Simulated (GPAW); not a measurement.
# A 9-layer slab of Ir(110): simulated STM images

Wanted: filled- and empty-state images of a 9-layer slab of Ir(110), with its work function.

Main program and level: GPAW 26.7.0; GPAW, PAW setups; slab in vacuum, relaxation, in the first sound run; inputs show where later runs differ.

### 1. The starting structure

The cell holds 9 atoms: 9 Ir. Cell: a = 3.840 Å, b = 2.715 Å, c = 26.861 Å, α = 90.0°, β = 90.0°, γ = 90.0°. Vacuum lies along c.

Coordinates:

```
Ir
1.0
     3.84000    0.00000    0.00000
     0.00000    2.71529    0.00000
     0.00000    0.00000   26.86116
Ir
9
Direct
  0.00000 0.00000 0.29783
  0.50000 0.50000 0.34837
  0.00000 0.00000 0.39891
  0.50000 0.50000 0.44946
  0.00000 0.00000 0.50000
  0.50000 0.50000 0.55054
  0.00000 0.00000 0.60109
  0.50000 0.50000 0.65163
  0.00000 0.00000 0.70217
```

### 2. Relaxation

Forces are removed first; all later runs use this geometry. The lowest 4 atoms are held at bulk positions and keep their forces.

run.py

```python
import json
import numpy as np
from ase import Atoms
from ase.constraints import FixAtoms
from ase.optimize import BFGS
from gpaw import GPAW, PW

slab = Atoms(
    ['Ir', 'Ir', 'Ir', 'Ir', 'Ir', 'Ir', 'Ir', 'Ir', 'Ir'],
    positions=[
        [0.00000, 0.00000, 8.00000],
        [1.92000, 1.35765, 9.35765],
        [0.00000, 0.00000, 10.71529],
        [1.92000, 1.35765, 12.07294],
        [0.00000, 0.00000, 13.43058],
        [1.92000, 1.35765, 14.78823],
        [0.00000, 0.00000, 16.14587],
        [1.92000, 1.35765, 17.50352],
        [0.00000, 0.00000, 18.86116]],
    cell=[[3.84, 0.0, 0.0], [0.0, 2.71529, 0.0], [0.0, 0.0, 26.86116]],
    pbc=[True, True, False])

slab.calc = GPAW(mode=PW(400), xc='PBE', kpts={'size': (8, 12, 1), 'gamma': True},
                 occupations={'name': 'fermi-dirac', 'width': 0.1}, nbands='160%',
                 convergence={'density': 1e-05}, maxiter=200,
                 poissonsolver={'dipolelayer': 'xy'},
                 symmetry={'tolerance': 1e-3, 'extra_ids': [1, 1, 1, 1, 0, 0, 0, 0, 0]}, txt='slab.txt')
result = {}
slab.set_constraint(FixAtoms([0, 1, 2, 3]))
path = []
opt = BFGS(slab, maxstep=0.2)
opt.attach(lambda: path.append((slab.get_potential_energy(), slab.positions.tolist(), slab.get_forces().tolist())))
result['relaxed'] = bool(opt.run(fmax=0.03, steps=40))
result['path'] = path
energy = slab.get_potential_energy()
fermi = slab.calc.get_fermi_level()
v = slab.calc.get_electrostatic_potential().mean((0, 1)) - fermi
n = slab.calc.get_pseudo_density().mean((0, 1))
L = slab.cell[2, 2]
z = np.arange(len(v)) * L / len(v)
low, high = slab.positions[:, 2].min(), slab.positions[:, 2].max()
below, above = np.interp([low - 5.8, high + 5.8], z, v)
slopes = [np.interp(x, z, np.gradient(v, z)) for x in (low - 5.8, high + 5.8)]
eps = np.array([[slab.calc.get_eigenvalues(k, s) for k in range(len(slab.calc.get_ibz_k_points()))]
                for s in range(slab.calc.get_number_of_spins())]) - fermi
top, bottom = eps[eps < 0].max(), eps[eps > 0].min()
dipole = slab.get_dipole_moment()[2]
print(f'energy {energy:.4f} eV, Fermi level {fermi:.4f} eV, dipole {dipole:.5f} e A')
print(f'potential 5.8 A off the faces, from the Fermi level: lower {below:.4f} eV, upper {above:.4f} eV')
print(f'slope of the potential there: lower {slopes[0]:.5f}, upper {slopes[1]:.5f} eV/A')
print(f'nearest levels on the mesh: {top:.4f} and {bottom:.4f} eV')
print('magnetic moment', round(slab.get_magnetic_moment(), 3))
result.update(energy=energy, fermi=fermi, dipole=dipole, below=below, above=above, slopes=slopes, edges=[top, bottom],
              z=z.tolist(), v=v.tolist(), n=n.tolist(), positions=slab.positions.tolist(),
              forces=slab.get_forces(apply_constraint=False).tolist(), moments=slab.get_magnetic_moments().tolist())
json.dump(result, open('result.json', 'w'))
```

Launch:

```console
$ OMP_NUM_THREADS=1 OPENBLAS_NUM_THREADS=1 python run.py
```

What it wrote:

```text
Step          Energy          fmax
BFGS:    0      -80.368890        1.137232
BFGS:    1      -80.404284        0.886135
BFGS:    2      -80.453543        0.288920
BFGS:    3      -80.455232        0.199911
BFGS:    4      -80.457929        0.069165
BFGS:    5      -80.458121        0.036756
BFGS:    6      -80.458202        0.035129
BFGS:    7      -80.458280        0.046027
BFGS:    8      -80.458420        0.047887
BFGS:    9      -80.458505        0.041540
BFGS:   10      -80.458626        0.044206
BFGS:   11      -80.458664        0.031593
BFGS:   12      -80.458699        0.006251
energy -80.2791 eV, Fermi level 3.9977 eV, dipole 0.00446 e A
potential 5.8 A off the faces, from the Fermi level: lower 5.0774 eV, upper 4.9983 eV
slope of the potential there: lower -0.00010, upper 0.00010 eV/A
nearest levels on the mesh: -0.0004 and 0.0037 eV
magnetic moment 0.0
```

Elapsed: 67 min, on 1 thread of Intel Xeon 6975P-C (Granite Rapids), shared host; peak memory 0.56 GiB.

The steps of the relaxation:

```csv
step,energy less that of the first step (eV),largest force (eV/Å)
1,0.0000,1.1372
2,-0.0355,0.8861
3,-0.0850,0.2889
4,-0.0866,0.1999
5,-0.0890,0.0692
6,-0.0891,0.0368
7,-0.0892,0.0351
8,-0.0892,0.0460
9,-0.0892,0.0479
10,-0.0892,0.0415
11,-0.0892,0.0442
12,-0.0892,0.0316
13,-0.0893,0.0063
```

The atoms that moved most (Å):

```csv
atom,dx,dy,dz,length
Ir8,0.000,0.000,0.097,0.097
Ir9,0.000,0.000,-0.057,0.057
Ir7,0.000,0.000,0.015,0.015
Ir5,0.000,0.000,0.013,0.013
```

The relaxed structure:

```
Ir
1.0
     3.84000    0.00000    0.00000
     0.00000    2.71529    0.00000
     0.00000    0.00000   26.86116
Ir
9
Direct
  0.00000 0.00000 0.29783
  0.50000 0.50000 0.34837
  0.00000 0.00000 0.39891
  0.50000 0.50000 0.44946
  0.00000 0.00000 0.50050
  0.50000 0.50000 0.55067
  0.00000 0.00000 0.60164
  0.50000 0.50000 0.65523
  0.00000 0.00000 0.70005
```

Numbers from this step:

```
dipole along the normal                    : 0.004455 e·Å
levels nearest the Fermi level on the mesh : -4.47e-4, 0.003746 eV from the Fermi level
upper work function                        : 4.998 eV
lower work function                        : 5.077 eV
```

The electrostatic potential energy of an electron (without an applied field's), less the Fermi level, planar mean oscillates, so the rows of the table below give means over windows of 1.4 Å about each position, cut where the curve ends. Its maxima inside the range that stand out by 2 % of the span (Å: eV): 8.7: -10.2, 10.0: -10.9, 11.4: -10.8, 12.8: -10.6, 14.1: -11.1, 15.5: -10.6, 16.9: -9.22, 18.2: -13.8. Its minima: 8.1: -17.6, 9.3: -19.0, 10.7: -19.0, 12.0: -19.0, 13.4: -19.1, 14.8: -19.0, 16.1: -18.7, 17.6: -19.4, 18.8: -18.4.

The electrostatic potential energy of an electron (without an applied field's), less the Fermi level, planar mean by z; means over each step:

```csv
z (Å),"electrostatic potential energy of an electron (without an applied field's), less the Fermi level, planar mean (eV)"
0.70,5.07
2.10,5.08
3.50,5.08
4.90,5.05
6.30,4.19
7.70,-10.0
9.10,-14.5
10.50,-14.8
11.90,-14.8
13.30,-14.7
14.70,-14.8
16.10,-14.3
17.50,-14.9
18.90,-12.7
20.30,3.47
21.70,4.96
23.10,5.00
24.50,5.00
25.90,5.00
```

The pseudo valence density, planar mean oscillates, so the rows of the table below give means over windows of 0.5 Å about each position, cut where the curve ends. Its maxima inside the range that stand out by 2 % of the span (Å: e/Å³): 7.95: 1.43, 9.46: 1.45, 10.74: 1.51, 12.03: 1.50, 13.54: 1.46, 14.83: 1.50, 16.12: 1.49, 17.62: 1.52, 18.70: 1.44. Its minima: 8.60: 0.709, 10.10: 0.698, 11.39: 0.684, 12.68: 0.690, 14.18: 0.706, 15.47: 0.674, 16.98: 0.641, 18.27: 0.857.

The pseudo valence density, planar mean by z; means over each step:

```csv
z (Å),"pseudo valence density, planar mean (e/Å³)"
4.0,5.5e-5
4.5,2.0e-4
5.0,7.5e-4
5.5,0.00269
6.0,0.0100
6.5,0.0409
7.0,0.163
7.5,0.617
8.0,1.28
8.5,0.873
9.0,1.02
9.5,1.27
10.0,0.798
10.5,1.21
11.0,1.12
11.5,0.824
12.0,1.33
12.5,0.930
13.0,0.924
13.5,1.34
14.0,0.828
14.5,1.12
15.0,1.22
15.5,0.774
16.0,1.25
16.5,1.03
17.0,0.748
17.5,1.30
18.0,1.07
18.5,1.15
19.0,1.13
19.5,0.390
20.0,0.0940
20.5,0.0231
21.0,0.00610
21.5,0.00156
22.0,4.2e-4
22.5,1.2e-4
```

The relaxation lowered the energy of the cell by 0.0893 eV (energies extrapolated to zero smearing; the optimiser's log prints free energies). The largest force left on a free atom is 0.0063 eV/Å.

### 3. The slab's potential

The work function is the vacuum plateau of the electrostatic potential less the Fermi level; a dipole layer lets the two faces have plateaus of their own.

This step: GPAW, PAW setups; slab in vacuum (GPAW 26.7.0).

Changes to run.py since step 2:

```diff
@@ -3,4 +3,3 @@
 from ase import Atoms
-from ase.constraints import FixAtoms
-from ase.optimize import BFGS
+from ase.dft.stm import STM
 from gpaw import GPAW, PW
@@ -14,7 +13,7 @@
         [1.92000, 1.35765, 12.07294],
-        [0.00000, 0.00000, 13.43058],
-        [1.92000, 1.35765, 14.78823],
-        [0.00000, 0.00000, 16.14587],
-        [1.92000, 1.35765, 17.50352],
-        [0.00000, 0.00000, 18.86116]],
+        [0.00000, 0.00000, 13.44405],
+        [1.92000, 1.35765, 14.79174],
+        [-0.00000, -0.00000, 16.16062],
+        [1.92000, 1.35765, 17.60031],
+        [-0.00000, 0.00000, 18.80427]],
     cell=[[3.84, 0.0, 0.0], [0.0, 2.71529, 0.0], [0.0, 0.0, 26.86116]],
@@ -26,10 +25,4 @@
                  poissonsolver={'dipolelayer': 'xy'},
-                 symmetry={'tolerance': 1e-3, 'extra_ids': [1, 1, 1, 1, 0, 0, 0, 0, 0]}, txt='slab.txt')
+                 symmetry={'tolerance': 1e-3}, txt='slab.txt')
 result = {}
-slab.set_constraint(FixAtoms([0, 1, 2, 3]))
-path = []
-opt = BFGS(slab, maxstep=0.2)
-opt.attach(lambda: path.append((slab.get_potential_energy(), slab.positions.tolist(), slab.get_forces().tolist())))
-result['relaxed'] = bool(opt.run(fmax=0.03, steps=40))
-result['path'] = path
 energy = slab.get_potential_energy()
@@ -55,2 +48,16 @@
               forces=slab.get_forces(apply_constraint=False).tolist(), moments=slab.get_magnetic_moments().tolist())
+
+# Images need the states of the whole zone, up to time reversal
+slab.calc = slab.calc.fixed_density(symmetry={'point_group': False}, txt='states.txt',
+                                    convergence={'bands': 'CBM+2.3'})
+stm = STM(slab)
+result['stm'] = []
+for bias in [-1.5, 2.0]:
+    height = high + 3.0
+    current = stm.get_averaged_current(bias, height)
+    x, y, h = stm.scan(bias, current)
+    i, f = divmod(height / L * stm.ldos.shape[2], 1)
+    I = abs((1 - f) * stm.ldos[:, :, int(i)] + f * stm.ldos[:, :, int(i) + 1])
+    print(f'bias {bias} V: mean current at 3.0 A {current:.4e}, corrugation {np.ptp(h):.4f} A')
+    result['stm'].append(dict(bias=bias, current=current, h=(h - high).tolist(), I=I.tolist()))
 json.dump(result, open('result.json', 'w'))
```

What it wrote:

```text
energy -80.2791 eV, Fermi level 3.9977 eV, dipole 0.00464 e A
potential 5.8 A off the faces, from the Fermi level: lower 5.0774 eV, upper 4.9984 eV
slope of the potential there: lower -0.00011, upper 0.00012 eV/A
nearest levels on the mesh: -0.0004 and 0.0038 eV
magnetic moment 0.0
bias -1.5 V: mean current at 3.0 A 2.4594e-04, corrugation 0.3605 A
bias 2.0 V: mean current at 3.0 A 5.0529e-04, corrugation 0.5158 A
```

Run time: 13 min. Hardware: 1 thread; peak memory 1.1 GiB.

This step gave:

- dipole along the normal: 0.004637 e·Å
- levels nearest the Fermi level on the mesh: -4.44e-4, 0.003760 eV from the Fermi level
- corrugation -1.5: 0.3605 Å
- corrugation 2: 0.5158 Å

The electrostatic potential energy of an electron (without an applied field's), less the Fermi level, planar mean oscillates, so the rows of the table below give means over windows of 1.4 Å about each position, cut where the curve ends. Its maxima inside the range that stand out by 2 % of the span (Å: eV): 8.7: -10.2, 10.0: -10.9, 11.4: -10.8, 12.8: -10.6, 14.1: -11.1, 15.5: -10.6, 16.9: -9.22, 18.2: -13.8. Its minima: 8.1: -17.6, 9.3: -19.0, 10.7: -19.0, 12.0: -19.0, 13.4: -19.1, 14.8: -19.0, 16.1: -18.7, 17.6: -19.4, 18.8: -18.4.

Table of electrostatic potential energy of an electron (without an applied field's), less the Fermi level, planar mean by z; means over each step:

z (Å), electrostatic potential energy of an electron (without an applied field's), less the Fermi level, planar mean (eV) and a bar from the least value:
```
     0.70        5.1 ##############################
     2.10        5.1 ##############################
     3.50        5.1 ##############################
     4.90        5.1 ##############################
     6.30        4.2 #############################
     7.70      -10.0 #######
     9.10      -14.5 #
    10.50      -14.8 
    11.90      -14.8 
    13.30      -14.7 
    14.70      -14.8 
    16.10      -14.3 #
    17.50      -14.9 
    18.90      -12.7 ###
    20.30        3.5 ############################
    21.70        5.0 ##############################
    23.10        5.0 ##############################
    24.50        5.0 ##############################
    25.90        5.0 ##############################
```

The pseudo valence density, planar mean oscillates, so the rows of the table below give means over windows of 0.5 Å about each position, cut where the curve ends. Its maxima inside the range that stand out by 2 % of the span (Å: e/Å³): 7.95: 1.43, 9.46: 1.45, 10.74: 1.51, 12.03: 1.50, 13.54: 1.46, 14.83: 1.50, 16.12: 1.49, 17.62: 1.52, 18.70: 1.44. Its minima: 8.60: 0.709, 10.10: 0.698, 11.39: 0.684, 12.68: 0.690, 14.18: 0.706, 15.47: 0.674, 16.98: 0.641, 18.27: 0.857.

Pseudo valence density, planar mean against z; means over each step:

(Unchanged from step 2.)

Tip height over the top atom over a1 and a2. Sample bias -1.5 V, constant current at the mean current 3.0 Å over the top atom.

Ten even steps from '_' (2.76 Å) to '@' (3.12 Å):
```
@@@@@@%%##**==--::::::--==**##%%@@@@
@@@@@@%%##**==--::..::--==**##%%@@@@
@@@@@@%%##++==::......::==++##%%@@@@
@@@@%%%%**++--::......::--++**%%%%@@
@@@@%%##**++--::______::--++**##%%@@
@@%%%%##**==--..______..--==**##%%%%
@@%%%%##**==--..______..--==**##%%%%
@@%%%%##**==--..______..--==**##%%%%
@@@@%%##**++--::______::--++**##%%@@
@@@@%%%%**++--::......::--++**%%%%@@
@@@@@@%%##++==::......::==++##%%@@@@
@@@@@@%%##**==--::..::--==**##%%@@@@
@@@@@@%%##**==--::::::--==**##%%@@@@
@@@@@@%%##**==--::::::--==**##%%@@@@
```
Columns: a1 from 0 to 0.944; rows upwards: a2 from 0 to 0.929.

Local density of states summed over the bias window over a1 and a2. Sample bias -1.5 V, constant height 3.0 Å over the top atom.

Ten even steps from '_' (1.50 × 1e-4 arbitrary) to '@' (3.56 × 1e-4 arbitrary):
```
@@@@%%##**==--::......::--==**##%%@@
@@@@%%##++==::....__....::==++##%%@@
@@%%%%**++==::..______..::==++**%%%%
%%%%##**++--::..______..::--++**##%%
%%%%##**==--::..______..::--==**##%%
%%####++==--..__________..--==++####
####**++==--..__________..--==++**##
%%####++==--..__________..--==++####
%%%%##**==--::..______..::--==**##%%
%%%%##**++--::..______..::--++**##%%
@@%%%%**++==::..______..::==++**%%%%
@@@@%%##++==::....__....::==++##%%@@
@@@@%%##**==--::......::--==**##%%@@
@@@@%%##**==--::......::--==**##%%@@
```
Columns: a1 from 0 to 0.944; rows upwards: a2 from 0 to 0.929.

Tip height over the top atom over a1 and a2. Sample bias 2 V, constant current at the mean current 3.0 Å over the top atom.

Ten even steps from '0' (2.67 Å) to '9' (3.19 Å):
```
999876532223567899
998876432223467889
998875432123457889
888765321112356788
887764321012346778
887654310001345678
877654310001345677
887654310001345678
887764321012346778
888765321112356788
998875432123457889
998876432223467889
999876532223567899
999876532223567899
```
Columns: a1 from 0 to 0.944; rows upwards: a2 from 0 to 0.929.

Local density of states summed over the bias window over a1 and a2. Sample bias 2 V, constant height 3.0 Å over the top atom.

Ten even steps from '0' (2.97 × 1e-4 arbitrary) to '9' (7.87 × 1e-4 arbitrary):
```
998754311011345789
998754211011245789
887653210001235678
776543210001234567
766542100000124566
665432100000123456
665432100000123456
665432100000123456
766542100000124566
776543210001234567
887653210001235678
998754211011245789
998754311011345789
998764311111346789
```
Columns: a1 from 0 to 0.944; rows upwards: a2 from 0 to 0.929.

Force by atom:

```csv
atom,x (eV/Å),y (eV/Å),z (eV/Å),size
Ir1,0.00,0.00,1.12,1.12
Ir2,0.00,0.00,-1.05,1.05
Ir3,0.00,0.00,-0.43,0.43
Ir4,0.00,0.00,0.35,0.35
Ir5,0.00,0.00,0.00,0.00
Ir6,0.00,0.00,0.01,0.01
Ir7,0.00,0.00,0.00,0.00
Ir8,0.00,0.00,0.01,0.01
Ir9,0.00,0.00,-0.01,0.01
```

The potential is flat to 1.2e-4 eV/Å where it is read, so the vacuum is wide enough.

### 4. Outcome

| Quantity | Value |
| --- | --- |
| work function, upper and lower face | 4.998 and 5.077 eV |
| dipole along the normal | 0.00464 e Å |
| corrugation at -1.5 V | 0.360 Å |
| corrugation at 2 V | 0.516 Å |

**Reading.** The corrugation at constant current is largest at 2 V, where the tip height varies by 0.52 Å over the cell. Negative sample bias images filled states, positive bias empty ones. The two faces differ by 0.079 eV, the step that the slab's dipole makes (e p/(ε0 A) gives 0.080 eV), so the dipole layer is needed. The lowest atoms were held at bulk positions, which alone makes the faces unlike. The measured value for this face is 5.42 eV (as compiled in "Anisotropic work function of elemental crystals", 2019, arxiv:1902.07811); the relaxed upper face lies 0.42 eV under it with PBE. Measured work functions scatter by a tenth of an eV or more between methods. The clean face reconstructs (W and Mo (100) only when cold), while this slab is an unreconstructed 1×1 cell, so the two are not the same surface. The images are of Tersoff-Hamann type: an s-wave tip, no tip-sample forces, heights closer than in a microscope. The in-plane lattice was kept as typed, which isn't the functional's own and leaves some strain; spin-orbit coupling and temperature are left out.

[Logs are printed without paths, hosts, clocks, repeated set-up lines and the standing remarks that a program may print on its own settings, such as how far it seeks lower states.]

[Hosts, paths, dates, database ids (printed as entryN), source tags and the programs' standing remarks are cut or masked in the printed files.]
